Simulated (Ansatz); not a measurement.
# Functionals, potentials and the resistivity of LuH2 (Fm-3m)

Wanted: the spread of λ and resistivity of LuH2 (Fm-3m) over levels of theory.

Calculated with Ansatz 0.2.0; DFT PBEsol, scalar-relativistic, plane waves, PAW, in the first sound run; inputs show where later runs differ.

Experimental background.

“Percolation-induced resistivity drop in cold-pressed LuH2” (2023, arxiv:2304.00558) reports for LuH2, by specific heat (cold-pressed pellets from as-received and ground powders, nearly identical values): Sommerfeld coefficient γ (electronic specific-heat coefficient from C/T vs T^2 below 7 K) 2.1 mJ/(mol K²).

## Step 1: Set-up

Symmetry: Fm-3m, No. 225, cubic system. The conventional cell has a = 5.033 Å, b = 5.033 Å, c = 5.033 Å, α = 90.00°, β = 90.00°, γ = 90.00°. Lu has 8 H at 2.18 Å nearest. Nearest to H lie 4 Lu at 2.18 Å. Farther neighbours are not listed.

## Step 2: Relaxation

The structure is brought to rest under this functional.

The input, input.yaml:

```yaml
crystal:
  lattice:
    - [0.0, 2.5165, 2.5165]
    - [2.5165, 0.0, 2.5165]
    - [2.5165, 2.5165, 0.0]
  atoms:
    - { symbol: Lu, position: [0.0, 0.0, 0.0] }
    - { symbol: H, position: [0.25, 0.25, 0.25] }
    - { symbol: H, position: [0.75, 0.75, 0.75] }
kpoints:
  mp_grid: { grid: [10, 10, 10] }
hamiltonian:
  xc: pbesol
scf:
  occupations: { method: gaussian, width: 0.1 }
output:
  forces: true
  stress: true
  eigenvalues: true
relax:
  adjacent_minimum: "off"
  f_tol: 0.005
  max_steps: 80
  cell: { stress_tol: 0.05 }
```

Started as:

```bash
> ansatz run input.yaml --threads 8 --pin off --max-ram 16384MiB --backend cpu --events-out ev --progress --plain --runs-dir out
```

Numbers of over 12 decimals in the logs are rounded to 6 here.

What it wrote:

```text
[the first part of the log is left out]
  E_paw        = -7255.891841  (= ΣΔE_a)
  E_vpaw       = 348.515802  (= ΣTr[D̂ρ^β])
  E_aug_tail   = -0.002455  (compensation charges beyond the density's cutoff)
  E_ewald      = -4293.772077
  E_core_change = 1.192168  (= ΣΔE_core)
  E_smearing   = -0.002321  (= −TS)
  E_closure    = -0.000000  (closes the sum)
  Σ components = -14644.950514   (vs F -14644.950514, Δ=0.00e0)
--- Forces (eV/Å), atoms counted from 1 ---
  atom   1  Lu    -0.00000000     0.00000000    -0.00000000
  atom   2  H     -0.00000000    -0.00000000    -0.00000000
  atom   3  H      0.00000000    -0.00000000     0.00000000
  max |Σ_I F_I| component: 7.45e-20 eV/Å
--- Stress (GPa, compression-positive) ---
       -0.029564      -0.000000       0.000000
       -0.000000      -0.029564       0.000000
        0.000000       0.000000      -0.029564
  P = ⅓ Tr σ = -0.0296 GPa (-0.296 kbar)
--- Band table (eV; the first three rows and the last of 47) ---
  k-point 0: bands = ["-42.1594", "-12.6773", "-12.6773", "-12.6773", "4.3298", "8.6781", "9.0284", "9.0284", "9.0284", "9.1069", "9.1069", "9.1069", "13.4841", "15.2117", "15.2117", "15.2117", "18.1855", "18.1855"]
  k-point 1: bands = ["-42.1568", "-12.7298", "-12.6836", "-12.6836", "4.5747", "8.6738", "9.0265", "9.0329", "9.0329", "9.0982", "9.0982", "9.1072", "12.4586", "15.3460", "15.3460", "16.5207", "18.0237", "18.0237"]
  k-point 2: bands = ["-42.1500", "-12.8644", "-12.7001", "-12.7001", "5.2423", "8.6627", "9.0238", "9.0435", "9.0435", "9.0785", "9.0785", "9.1079", "11.2366", "15.5900", "15.5900", "17.8678", "17.8678", "18.3772"]
  k-point 46: bands = ["-42.1233", "-13.0727", "-12.9689", "-12.8549", "8.5950", "8.6919", "9.0231", "9.0324", "9.0352", "9.0673", "9.0703", "9.2724", "9.5658", "12.4666", "15.9722", "20.1265", "20.4698", "20.6515"]
--- Relaxed structure (4 steps of the walk, 3 accepted, 1 SCFs on fresh bases) ---
  F+E_penalty+E_count = -14644.95051360 eV   max|allowed force component| = 3.012e-19 eV/Å   (the final SCF, on the basis selected at the relaxed cell)
  cell:  # Å, volume = 30.4774 Å³
    - [0, 2.479226, 2.479226]
    - [2.479226, 0, 2.479226]
    - [2.479226, 2.479226, 0]
  atoms:
    - { symbol: Lu, position: [0, 0, 0] }
    - { symbol: H, position: [0.25, 0.25, 0.25] }
    - { symbol: H, position: [0.75, 0.75, 0.75] }
```

The job ended after 3.4 s (8 threads of Arm Neoverse N1, shared host; peak memory 0.39 GiB).

The steps of the relaxation:

```
step  energy less that of the first step (eV)  largest force component (eV/Å)  pressure (GPa)  volume (Å³)
   1                                   0.0000                          0.0000           -4.06        31.87
   2                                   0.0562                          0.0000           10.41        27.87
   3                                  -0.0193                          0.0000           -0.53        30.64
   4                                  -0.0197                          0.0000           -0.01        30.48
   5                                  -0.0185                          0.0000           -0.03        30.48
```

The log counts 1 steps on a newly chosen plane-wave basis, not all of them marked here; energy and pressure can jump at such steps. Relaxation step 2 was tried and not accepted.

```
conventional cell, symmetrised  before  after  change
                         a (Å)   5.033  4.958  -1.5 %
                         b (Å)   5.033  4.958  -1.5 %
                         c (Å)   5.033  4.958  -1.5 %
              volume (Å³/atom)   10.62  10.16  -4.4 %
```

The relaxed structure:

```
Lu H
1.0
     0.00000    2.47923    2.47923
     2.47923    0.00000    2.47923
     2.47923    2.47923    0.00000
Lu H
1 2
Direct
  0.00000 0.00000 0.00000
  0.25000 0.25000 0.25000
  0.75000 0.75000 0.75000
```

Numbers from this step:

| Property | Result |
| --- | --- |
| pressure | -0.02956 GPa |
| volume per atom | 10.16 Å³ |
| metallic on mesh | yes |
| gap on the k-mesh | 0 eV |

The largest force is now zero by symmetry and the largest stress component 0.030 GPa.

## Step 3: Tight relaxation (LDA, PAW)

The cell is relaxed at this level, with tight thresholds.

This step: DFT LDA, scalar-relativistic, plane waves, PAW (Ansatz 0.2.0).

The input, input.yaml:

```yaml
crystal:
  lattice:
    - [0.0, 2.4792260564, 2.4792260564]
    - [2.4792260564, 0.0, 2.4792260564]
    - [2.4792260564, 2.4792260564, 0.0]
  atoms:
    - { symbol: Lu, position: [0.0, 0.0, 0.0] }
    - { symbol: H, position: [0.25, 0.25, 0.25] }
    - { symbol: H, position: [0.75, 0.75, 0.75] }
kpoints:
  mp_grid: { grid: [10, 10, 10] }
hamiltonian:
  xc: lda
scf:
  occupations: { method: methfessel_paxton, width: 0.2 }
output:
  forces: true
  stress: true
  eigenvalues: true
relax:
  adjacent_minimum: "off"
  f_tol: 0.001
  max_steps: 60
  cell: { stress_tol: 0.01 }
```

What it wrote:

```text
[the first part of the log is left out]
  E_paw        = -7137.155570  (= ΣΔE_a)
  E_vpaw       = 343.345435  (= ΣTr[D̂ρ^β])
  E_aug_tail   = -0.002312  (compensation charges beyond the density's cutoff)
  E_ewald      = -4336.337351
  E_core_change = 2.318635  (= ΣΔE_core)
  E_smearing   = 0.000832  (= −TS)
  E_closure    = 0.000000  (closes the sum)
  Σ components = -14526.510993   (vs F -14526.510993, Δ=0.00e0)
[...]
--- Stress (GPa, compression-positive) ---
       -0.004977       0.000000       0.000000
        0.000000      -0.004977       0.000000
        0.000000       0.000000      -0.004977
  P = ⅓ Tr σ = -0.0050 GPa (-0.050 kbar)
--- Band table (eV; the first three rows and the last of 47) ---
[...]
--- Relaxed structure (4 steps of the walk, 3 accepted, 1 SCFs on fresh bases) ---
[...]
cell:  # Å, volume = 29.5887 Å³
    - [0, 2.454890, 2.454890]
    - [2.454890, 0, 2.454890]
    - [2.454890, 2.454890, 0]
  atoms:
    - { symbol: Lu, position: [0, 0, 0] }
    - { symbol: H, position: [0.250000, 0.250000, 0.250000] }
    - { symbol: H, position: [0.75, 0.75, 0.75] }
```

Wall time 3.4 s (8 threads); peak memory 0.39 GiB.

Step by step:

```
step  energy less that of the first step (eV)  largest force component (eV/Å)  pressure (GPa)  volume (Å³)
   1                                   0.0000                          0.0000           -2.94        30.48
   2                                   0.0214                          0.0000            6.66        27.96
   3                                  -0.0091                          0.0000           -0.24        29.66
   4                                  -0.0092                          0.0000            0.01        29.59
   5                                  -0.0084                          0.0000            0.00        29.59
```

The log counts 1 steps on a newly chosen plane-wave basis, not all of them marked here; energy and pressure can jump at such steps. Relaxation step 2 was tried and not accepted.

```
conventional cell, symmetrised  before  after  change
                         a (Å)   4.958  4.910  -1.0 %
                         b (Å)   4.958  4.910  -1.0 %
                         c (Å)   4.958  4.910  -1.0 %
              volume (Å³/atom)   10.16   9.86  -2.9 %
```

Final coordinates:

```xyz
3
Lattice="0.0000 2.4549 2.4549 2.4549 0.0000 2.4549 2.4549 2.4549 0.0000" Properties=species:S:1:pos:R:3 pbc="T T T"
Lu    0.0000    0.0000    0.0000
H     1.2274    1.2274    1.2274
H     3.6823    3.6823    3.6823
```

Numbers from this step:

| Property | Result |
| --- | --- |
| pressure | -0.004977 GPa |
| volume per atom | 9.863 Å³ |

The largest force is now zero by symmetry and the largest stress component 0.0050 GPa, small enough for phonons.

[end of part 1 of 5]

[Logs are printed without paths, hosts, clocks, repeated set-up lines and the standing remarks that a program may print on its own settings, such as how far it seeks lower states.]

[Hosts, paths, dates, database ids (printed as entryN), source tags and the programs' standing remarks are cut or masked in the printed files.]
